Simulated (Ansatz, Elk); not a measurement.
# YBe2P2: X-ray structure factors from the self-consistent density

The structure of YBe2P2 used here is made up (a known structure type with other elements) and was relaxed beforehand with PBE. The aim is the Fourier transform of its all-electron density, F(hkl), set beside the sum over free spherical atoms that refinements use.

Program: Elk 11.2.3 (patched build). Level of theory: DFT, PBE, all-electron APW+lo, Dirac cores, scalar-relativistic bands, static density, no spin. Results are calculated unless marked as measured.

The structure was built from a prototype and need not be the compound's stable phase.

### Step 1. Starting point

The structure is tetragonal, space group I4/mmm (No. 139). The conventional cell has a = 3.531 Å, b = 3.531 Å, c = 11.890 Å, α = 90.00°, β = 90.00°, γ = 90.00°. Nearest to Y lie 8 P at 2.98 Å. P has 4 Be at 2.22 Å and 4 Y at 2.98 Å nearest. Be has 4 P at 2.22 Å nearest. Farther neighbours are not listed.

### Step 2. Ground state and structure factors

An all-electron density is needed, since X-rays see the cores too. Task 0 finds the density and task 195 Fourier-transforms it; tshift is off so that phases refer to the origin typed.

File elk.in:

```
tasks
  0
  195

xctype
  20

spinpol
  .false.

rgkmax
  7.0

gmaxvr
  14.0

lmaxo
  7

lmaxapw
  8

swidth
  0.002

tshift
  .false.

ramdisk
  .false.

hmaxvr
  5.5

maxscl
  120

epspot
  1e-06

sppath
  './'

avec
  -3.33602307948 3.33602307948 11.23481144393
  3.33602307948 -3.33602307948 11.23481144393
  3.33602307948 3.33602307948 -11.23481144393

atoms
  3
  'Y.in'
  1
  -0.0000000000 -0.0000000000 -0.0000000000   0.000000 0.000000 0.000000
  'P.in'
  2
  0.6370112299 0.6370112299 0.0000000000   0.000000 0.000000 0.000000
  0.3629887701 0.3629887701 -0.0000000000   0.000000 0.000000 0.000000
  'Be.in'
  2
  0.2500000000 0.7500000000 0.5000000000   0.000000 0.000000 0.000000
  0.7500000000 0.2500000000 0.5000000000   0.000000 0.000000 0.000000

ngridk
  9 9 9
```

On the command line:

```console
$ OMP_NUM_THREADS=4 elk
```

Numbers of over 12 decimals in the logs are rounded to 6 here.

Log:

```text
┌─────────────────────────┐
│ Elk code version 11.2.3 │
└─────────────────────────┘

All units are atomic (Hartree, Bohr, etc.)

┌─────────────────────────────────────────────────┐
│ Ground-state run starting from atomic densities │
└─────────────────────────────────────────────────┘

Lattice vectors :
  -3.336023079       3.336023079       11.23481144
   3.336023079      -3.336023079       11.23481144
   3.336023079       3.336023079      -11.23481144

Reciprocal lattice vectors :
 -0.1889964799E-16  0.9417179014      0.2796302073
  0.9417179014     -0.1889964799E-16  0.2796302073
  0.9417179014      0.9417179014     -0.1097827438E-16

Unit cell volume      :    500.1311126
Brillouin zone volume :   0.4959703709

Muffin-tin inner radius fraction :   0.1000000000E-01

Nuclei treated as point charges

Species : 1 (Y)
 parameters loaded from : Y.in
 name : yttrium
 nuclear charge    :   -39.00000000
 electronic charge :    39.00000000
 atomic mass :    162065.4503
 muffin-tin radius :    2.600000000
 number of radial points in muffin-tin :   1193
 inner part over the whole radius :   0.9871815862E-02
 number on inner part of muffin-tin    :    847
 approximate nuclear radius :   0.8135895711E-04
 number of mesh points to nuclear radius :    416
 atomic positions (lattice), magnetic fields (Cartesian) :
  1 :   0.00000000  0.00000000  0.00000000    0.00000000  0.00000000  0.00000000

Species : 2 (P)
 parameters loaded from : P.in
 name : phosphorus
 nuclear charge    :   -15.00000000
 electronic charge :    15.00000000
 atomic mass :    56461.71230
 muffin-tin radius :    2.200000000
 number of radial points in muffin-tin :    793
 inner part over the whole radius :   0.9987340520E-02
 number on inner part of muffin-tin    :    554
 approximate nuclear radius :   0.6081821256E-04
 number of mesh points to nuclear radius :    248
 atomic positions (lattice), magnetic fields (Cartesian) :
  1 :  -0.36298877 -0.36298877  0.00000000    0.00000000  0.00000000  0.00000000
  2 :   0.36298877  0.36298877  0.00000000    0.00000000  0.00000000  0.00000000

Species : 3 (Be)
 parameters loaded from : Be.in
 name : beryllium
 nuclear charge    :   -4.000000000
 electronic charge :    4.000000000
 atomic mass :    16428.20280
 muffin-tin radius :    1.800000000
 number of radial points in muffin-tin :    593
 inner part over the whole radius :   0.9826427374E-02
 number on inner part of muffin-tin    :    403
 approximate nuclear radius :   0.4290726161E-04
 number of mesh points to nuclear radius :    156
 atomic positions (lattice), magnetic fields (Cartesian) :
  1 :   0.25000000 -0.25000000  0.50000000    0.00000000  0.00000000  0.00000000
  2 :  -0.25000000  0.25000000  0.50000000    0.00000000  0.00000000  0.00000000

Total number of atoms per unit cell :    5
Total muffin-tin volume :    211.6847018
 ratio of muffin-tin to unit cell volume :   0.4232584145

Spin treatment :
 spin-unpolarised

Number of Bravais lattice symmetries :   16
Number of crystal symmetries         :   16
Crystal has inversion symmetry
Real symmetric eigensolver will be used

k-point grid :      9     9     9
k-point offset :    0.000000000       0.000000000       0.000000000
k-point set is reduced with full crystal symmetry group
Total number of k-points :       75

Muffin-tin radius times maximum |G+k| :    7.000000000
 using average radius
Maximum |G+k| for APW functions       :    3.301886792
Maximum (1/2)|G+k|²                   :    5.451228195
Maximum |G| for potential and density :    14.00000000
Constant for pseudocharge density :    9
 order of it for each species :   16  16  16
 order of it for pair densities of each species (exact exchange by exxq0 0: 17) :   15  10   5
Radial integration step length :    1

G-vector grid sizes :     56    56    56
Number of G-vectors :    23143

Maximum angular momentum used for
 APW functions            :    8
 outer part of muffin-tin :    7
 inner part of muffin-tin :    2

Total nuclear charge    :   -77.00000000
[...]
electron entropic           :    -0.58947534410953E-03
 total energy                :     -4104.2233974081

Density of states at Fermi energy :    46.03608762
 (states/Hartree/unit cell)

Estimated indirect band gap :   0.1057562195E-02
 from k-point 42 to k-point 6
Estimated direct band gap   :   0.1192663051E-01
 at k-point 62

Charges :
 core                        :    52.00000000
 valence                     :    25.00000000
 interstitial                :    7.517446517
 muffin-tins (core leakage)
  species : 1 (Y)
   atom 1                    :    36.59319212     (  0.8910978188E-05)
  species : 2 (P)
[...]
species : 3 (Be)
[...]
total in muffin-tins        :    69.48255348
 total calculated charge     :    76.99690732
 total charge                :    77.00000000
 error                       :   0.3092679748E-02

RMS change in Kohn-Sham potential (target) :    4.744384227     (  0.1000000000E-05)
Absolute change in total energy (target)   :    3.691304089     (  0.1000000000E-03)

[... loops 3 to 16 left out ...]

┌──────────────────┐
│ Loop number : 17 │
└──────────────────┘

Energies :
 Fermi                       :     0.328034
 sum of occupied eigenvalues :     -2387.9856343188
 electron kinetic            :      4208.8016381597
 core electron kinetic       :      4131.5311381465
 Coulomb                     :     -8146.3087559698
 Coulomb potential           :     -6386.2621604287
 nuclear-nuclear             :     -487.05281950436
 electron-nuclear            :     -8941.2388792666
 Hartree                     :      1281.9829428012
 Madelung                    :     -4953.1776757554
 xc potential                :     -210.52511204975
 exchange                    :     -158.62132978246
 correlation                 :     -3.447292
 electron entropic           :    -0.53198431269442E-03
 total energy                :     -4099.5762714691

Density of states at Fermi energy :    41.29541961
 (states/Hartree/unit cell)

Estimated indirect band gap :   0.5653866850E-03
 from k-point 62 to k-point 6
Estimated direct band gap   :   0.9868632652E-02
 at k-point 62

Charges :
 core                        :    52.00000000
 valence                     :    25.00000000
 interstitial                :    7.551560937
 muffin-tins (core leakage)
  species : 1 (Y)
[...]
species : 2 (P)
[...]
species : 3 (Be)
[...]
total in muffin-tins        :    69.44843906
 total calculated charge     :    76.99695809
 total charge                :    77.00000000
 error                       :   0.3041910461E-02

RMS change in Kohn-Sham potential (target) :   0.3024288596E-06 (  0.1000000000E-05)
Absolute change in total energy (target)   :   0.5784104360E-06 (  0.1000000000E-03)

Convergence targets achieved

┌──────────────────┐
│ Loop number : 18 │
└──────────────────┘

Energies :
 Fermi                       :     0.328034
 sum of occupied eigenvalues :     -2387.9856347532
 electron kinetic            :      4208.8016383956
 core electron kinetic       :      4131.5311383716
 Coulomb                     :     -8146.3087565672
 Coulomb potential           :     -6386.2621596284
 nuclear-nuclear             :     -487.05281950436
 electron-nuclear            :     -8941.2388812647
 Hartree                     :      1281.9829442019
 Madelung                    :     -4953.1776767529
 xc potential                :     -210.52511352043
 exchange                    :     -158.62132979586
 correlation                 :     -3.447292
 electron entropic           :    -0.53198422536322E-03
 total energy                :     -4099.5762718448

Density of states at Fermi energy :    41.29541345
 (states/Hartree/unit cell)

Estimated indirect band gap :   0.5653866798E-03
 from k-point 62 to k-point 6
Estimated direct band gap   :   0.9868630845E-02
 at k-point 62

Charges :
 core                        :    52.00000000
 valence                     :    25.00000000
 interstitial                :    7.551560951
 muffin-tins (core leakage)
  species : 1 (Y)
[...]
species : 2 (P)
[...]
atom 2                    :    13.49975063     (  0.3181036568E-03)
  species : 3 (Be)
   atom 1                    :    2.804842097     (  0.1141818883E-02)
   atom 2                    :    2.804842097     (  0.1141818883E-02)
 total in muffin-tins        :    69.44843905
 total calculated charge     :    76.99695809
 total charge                :    77.00000000
 error                       :   0.3041910462E-02

┌──────────────────────────────┐
│ Self-consistent loop stopped │
└──────────────────────────────┘

Warning : core states of species 2 leak from the muffin-tin :   0.3181036568E-03

Warning : core states of species 3 leak from the muffin-tin :   0.1141818883E-02

Wrote STATE.OUT
```

Run time: 26 s. Hardware: 4 threads of Intel Xeon Gold 6455B (Sapphire Rapids), shared host; peak memory 0.19 GiB; 77 s of CPU time.

SFACRHO.OUT:

```text

h k l indices transformed by vhmat matrix:
   1.000000000       0.000000000       0.000000000    
   0.000000000       1.000000000       0.000000000    
   0.000000000       0.000000000       1.000000000    

      h      k      l  multipl.   |H|            Re(F)            Im(F)           |F|

      0      0      0      1   0.0000000       76.999999     -0.14557224E-16   76.999999    
     -1     -1      1      2  0.55926041       25.470230      0.21750820E-14   25.470230    
      1      0      0      8  0.98235720       17.469042     -0.26027675E-14   17.469042    
     -2     -2      2      2   1.1185208       15.420059      0.16055964E-13   15.420059    
     -2     -1      1      8   1.2611781       49.254998     -0.78083026E-14   49.254998    
      1     -1      0      4   1.3317902       47.009769     -0.95185381E-15   47.009769    
      0     -2      1      8   1.4444506       30.831815      0.16881383E-14   30.831815    
     -3     -3      3      2   1.6777812       32.878039     -0.56963176E-14   32.878039    
     -3     -2      3      8   1.6857221       35.650478     -0.13881427E-13   35.650478    
      1      3     -2      8   1.7391820       7.0554727     -0.14052596E-13   7.0554727    
     -1      1      1      4   1.8834358       48.077907      0.42713058E-15   48.077907    
     -2      0      2      8   1.9647144       20.769516      0.26024498E-14   20.769516    
     -2      1      1     16   2.1242307       14.984485      0.26027675E-14   14.984485    
     -2     -4      3      8   2.1421053       36.176571     -0.14219064E-13   36.176571    
     -4     -3      3      8   2.1721630       9.6862490      0.29064238E-13   9.6862490    
     -3     -1      3      8   2.1905294       13.024630      0.13275745E-13   13.024630    
     -4     -4      4      2   2.2370417       41.710319     -0.24991048E-13   41.710319    
      1      2      0     16   2.2666937       38.602877      0.13881427E-13   38.602877
```

Elk indexes on the primitive cell of elk.in and gives |H| = 4π sin θ/λ in inverse bohr. Below, one row stands for each form hkl of the conventional cell (m members, Friedel mates merged), F is for one primitive cell and the density is static (no thermal factor). Free-atom factors are Waasmaier and Kirfel's, and R is Σm||F|−|F'||/Σm|F|.

```csv
hkl,m,sin θ/λ (Å⁻¹),"abs F, DFT",neutral atoms,diff.
002,2,0.084,25.470,25.539,-0.069
101,8,0.148,17.469,17.748,-0.279
004,2,0.168,15.420,15.401,+0.019
103,8,0.190,49.255,49.021,+0.234
110,4,0.200,47.010,47.158,-0.148
112,8,0.217,30.832,30.834,-0.002
006,2,0.252,32.878,32.906,-0.028
105,8,0.254,35.651,35.722,-0.072
114,8,0.262,7.056,6.981,+0.074
200,4,0.283,48.078,48.253,-0.175
202,8,0.295,20.770,20.655,+0.115
211,16,0.319,14.985,14.851,+0.134
116,8,0.322,36.177,36.239,-0.063
107,8,0.327,9.686,9.472,+0.215
204,8,0.329,13.025,12.907,+0.118
008,2,0.336,41.710,41.837,-0.126
213,16,0.341,38.603,38.752,-0.149
206,8,0.379,27.340,27.358,-0.017
```

### Step 3. The highest occupied states alone

An energy window below the Fermi level keeps the highest occupied states, to see at which angles they scatter; shallow core shells can lie inside it and anion s states outside. No new self-consistency is needed.

elk.in: that of step 2 with these lines changed.

```diff
@@ -1,3 +1,2 @@
 tasks
-  0
   195
@@ -40,2 +39,5 @@
 
+wsfac
+  -0.039460 0.628030
+
 sppath
```

On the command line:

```console
$ OMP_NUM_THREADS=4 elk
```

Log:

```text
┌─────────────────────────────────┐
│ Elk code version 11.2.3 started │
└─────────────────────────────────┘

Info(readinput): the functional depends on the density's gradient
 muffin-tin radial points multiplied by    2.00000
 (not where nrmtscf is given)

┌────────────────────┐
│ Current task : 195 │
└────────────────────┘

Info(sfacrho): density structure factors written to SFACRHO.OUT

 Energy window :  -0.3946000000E-01  0.6280300000

┌──────────────────┐
│ Elk code stopped │
└──────────────────┘
```

It took 4.4 s on 4 threads; peak memory 0.16 GiB; 6.1 s of CPU time.

States within 10 eV below the Fermi level hold 13.00 electrons; any levels below the window count with the cores. Their amplitudes can exceed the total, where window and core parts have opposite phase:

```csv
hkl,sin θ/λ (Å⁻¹),"abs F, window","abs F, all"
002,0.084,1.309,25.470
101,0.148,1.721,17.469
004,0.168,1.192,15.420
103,0.190,1.420,49.255
110,0.200,0.816,47.010
112,0.217,0.265,30.832
006,0.252,0.015,32.878
105,0.254,0.351,35.651
114,0.262,0.235,7.056
200,0.283,0.009,48.078
```

### Step 4. Another functional

The difference from free atoms is small, so it is set against the change that LDA (Perdew-Wang) makes.

elk.in: that of step 3 with these lines changed.

```diff
@@ -1,2 +1,3 @@
 tasks
+  0
   195
@@ -4,3 +5,3 @@
 xctype
-  20
+  3
 
@@ -39,5 +40,2 @@
 
-wsfac
-  -0.039460 0.628030
-
 sppath
```

On the command line:

```console
$ OMP_NUM_THREADS=4 elk
```

Log:

```text
┌─────────────────────────┐
│ Elk code version 11.2.3 │
└─────────────────────────┘

All units are atomic (Hartree, Bohr, etc.)

┌─────────────────────────────────────────────────┐
│ Ground-state run starting from atomic densities │
└─────────────────────────────────────────────────┘

Lattice vectors :
  -3.336023079       3.336023079       11.23481144
   3.336023079      -3.336023079       11.23481144
   3.336023079       3.336023079      -11.23481144

Reciprocal lattice vectors :
 -0.1889964799E-16  0.9417179014      0.2796302073
[...]
species : 3 (Be)
   atom 1                    :    2.811422007     (  0.1244436873E-02)
   atom 2                    :    2.811422007     (  0.1244436873E-02)
 total in muffin-tins        :    69.47205038
 total calculated charge     :    76.99675364
 total charge                :    77.00000000
 error                       :   0.3246355021E-02

┌──────────────────────────────┐
│ Self-consistent loop stopped │
└──────────────────────────────┘

Warning : core states of species 2 leak from the muffin-tin :   0.3173117940E-03

Warning : core states of species 3 leak from the muffin-tin :   0.1244436873E-02

Wrote STATE.OUT
[key lines of the parts left out:]
total energy                :     -4093.2888569992
```

Run time: 17 s. Hardware: 4 threads; peak memory 0.16 GiB.

Against the first run R = 0.10 %; the largest change is -0.059 at 420.

### Step 5. Basis size

A smaller basis shows how fast F responds to it; the change is likely larger than the basis error of the first run, but doesn't show convergence.

elk.in: that of step 4 with these lines changed.

```diff
@@ -5,3 +5,3 @@
 xctype
-  3
+  20
 
@@ -11,3 +11,3 @@
 rgkmax
-  7.0
+  5.5
```

On the command line:

```console
$ OMP_NUM_THREADS=4 elk
```

Log:

```text
┌─────────────────────────┐
│ Elk code version 11.2.3 │
└─────────────────────────┘

All units are atomic (Hartree, Bohr, etc.)

┌─────────────────────────────────────────────────┐
│ Ground-state run starting from atomic densities │
└─────────────────────────────────────────────────┘

Lattice vectors :
  -3.336023079       3.336023079       11.23481144
   3.336023079      -3.336023079       11.23481144
   3.336023079       3.336023079      -11.23481144

Reciprocal lattice vectors :
 -0.1889964799E-16  0.9417179014      0.2796302073
[...]
species : 3 (Be)
   atom 1                    :    2.796362687     (  0.1139443461E-02)
   atom 2                    :    2.796362687     (  0.1139443461E-02)
 total in muffin-tins        :    69.40248646
 total calculated charge     :    76.99699395
 total charge                :    77.00000000
 error                       :   0.3006049578E-02

┌──────────────────────────────┐
│ Self-consistent loop stopped │
└──────────────────────────────┘

Warning : core states of species 2 leak from the muffin-tin :   0.3175764852E-03

Warning : core states of species 3 leak from the muffin-tin :   0.1139443461E-02

Wrote STATE.OUT
[key lines of the parts left out:]
total energy                :     -4099.5646151242
```

The job ended after 21 s (4 threads; peak memory 0.18 GiB).

Against the first run R = 0.02 %; the largest change is +0.023 at 220.

### Step 6. Settings against the effect

```csv
run,R against the first run (%),"R against neutral atoms, low angle (%)",wall time
"PBE, rgkmax 7",0.00,0.43,26 s
LDA (Perdew-Wang),0.10,0.41,17 s
rgkmax 5.5,0.02,0.44,21 s
```

### Step 7. What came out

```
R against neutral atoms, sin θ/λ < 0.3 Å⁻¹ : 0.43 %
R against neutral atoms, 0.3 to 0.83 Å⁻¹   : 0.22 %
```

What this shows: Independent neutral atoms miss the calculated amplitudes by R = 0.43 % below 0.3 Å⁻¹ and 0.22 % from there to 0.83 Å⁻¹; by shells, 1.24 % below 0.15 Å⁻¹ (2 forms), 0.33 % 0.15 to 0.3 (9 forms), 0.29 % 0.3 to 0.45 (19 forms), 0.21 % above 0.45 (104 forms). Bonding, aspherical density and the tables' own atoms all enter these figures, and the runs don't part them. The largest change of an amplitude is -0.28 electrons, at 101. The window's part falls from 13.0 electrons at the origin to at most 0.19 between 0.45 and 0.83 Å⁻¹. Below 0.3 Å⁻¹ the changes that finished (LDA (Perdew-Wang) and rgkmax 5.5) move F by R = 0.03 % at most, against the 0.43 % that separates it from free atoms. The k-mesh has no finished test. Part of the difference isn't bonding: the tables are fits to free atoms and ions calculated by other methods than this functional. Thermal motion, anomalous dispersion and extinction are left out.

[Logs are printed without paths, hosts, clocks, repeated set-up lines and the standing remarks that a program may print on its own settings, such as how far it seeks lower states.]

[Hosts, paths, dates, database ids (printed as entryN), source tags and the programs' standing remarks are cut or masked in the printed files.]
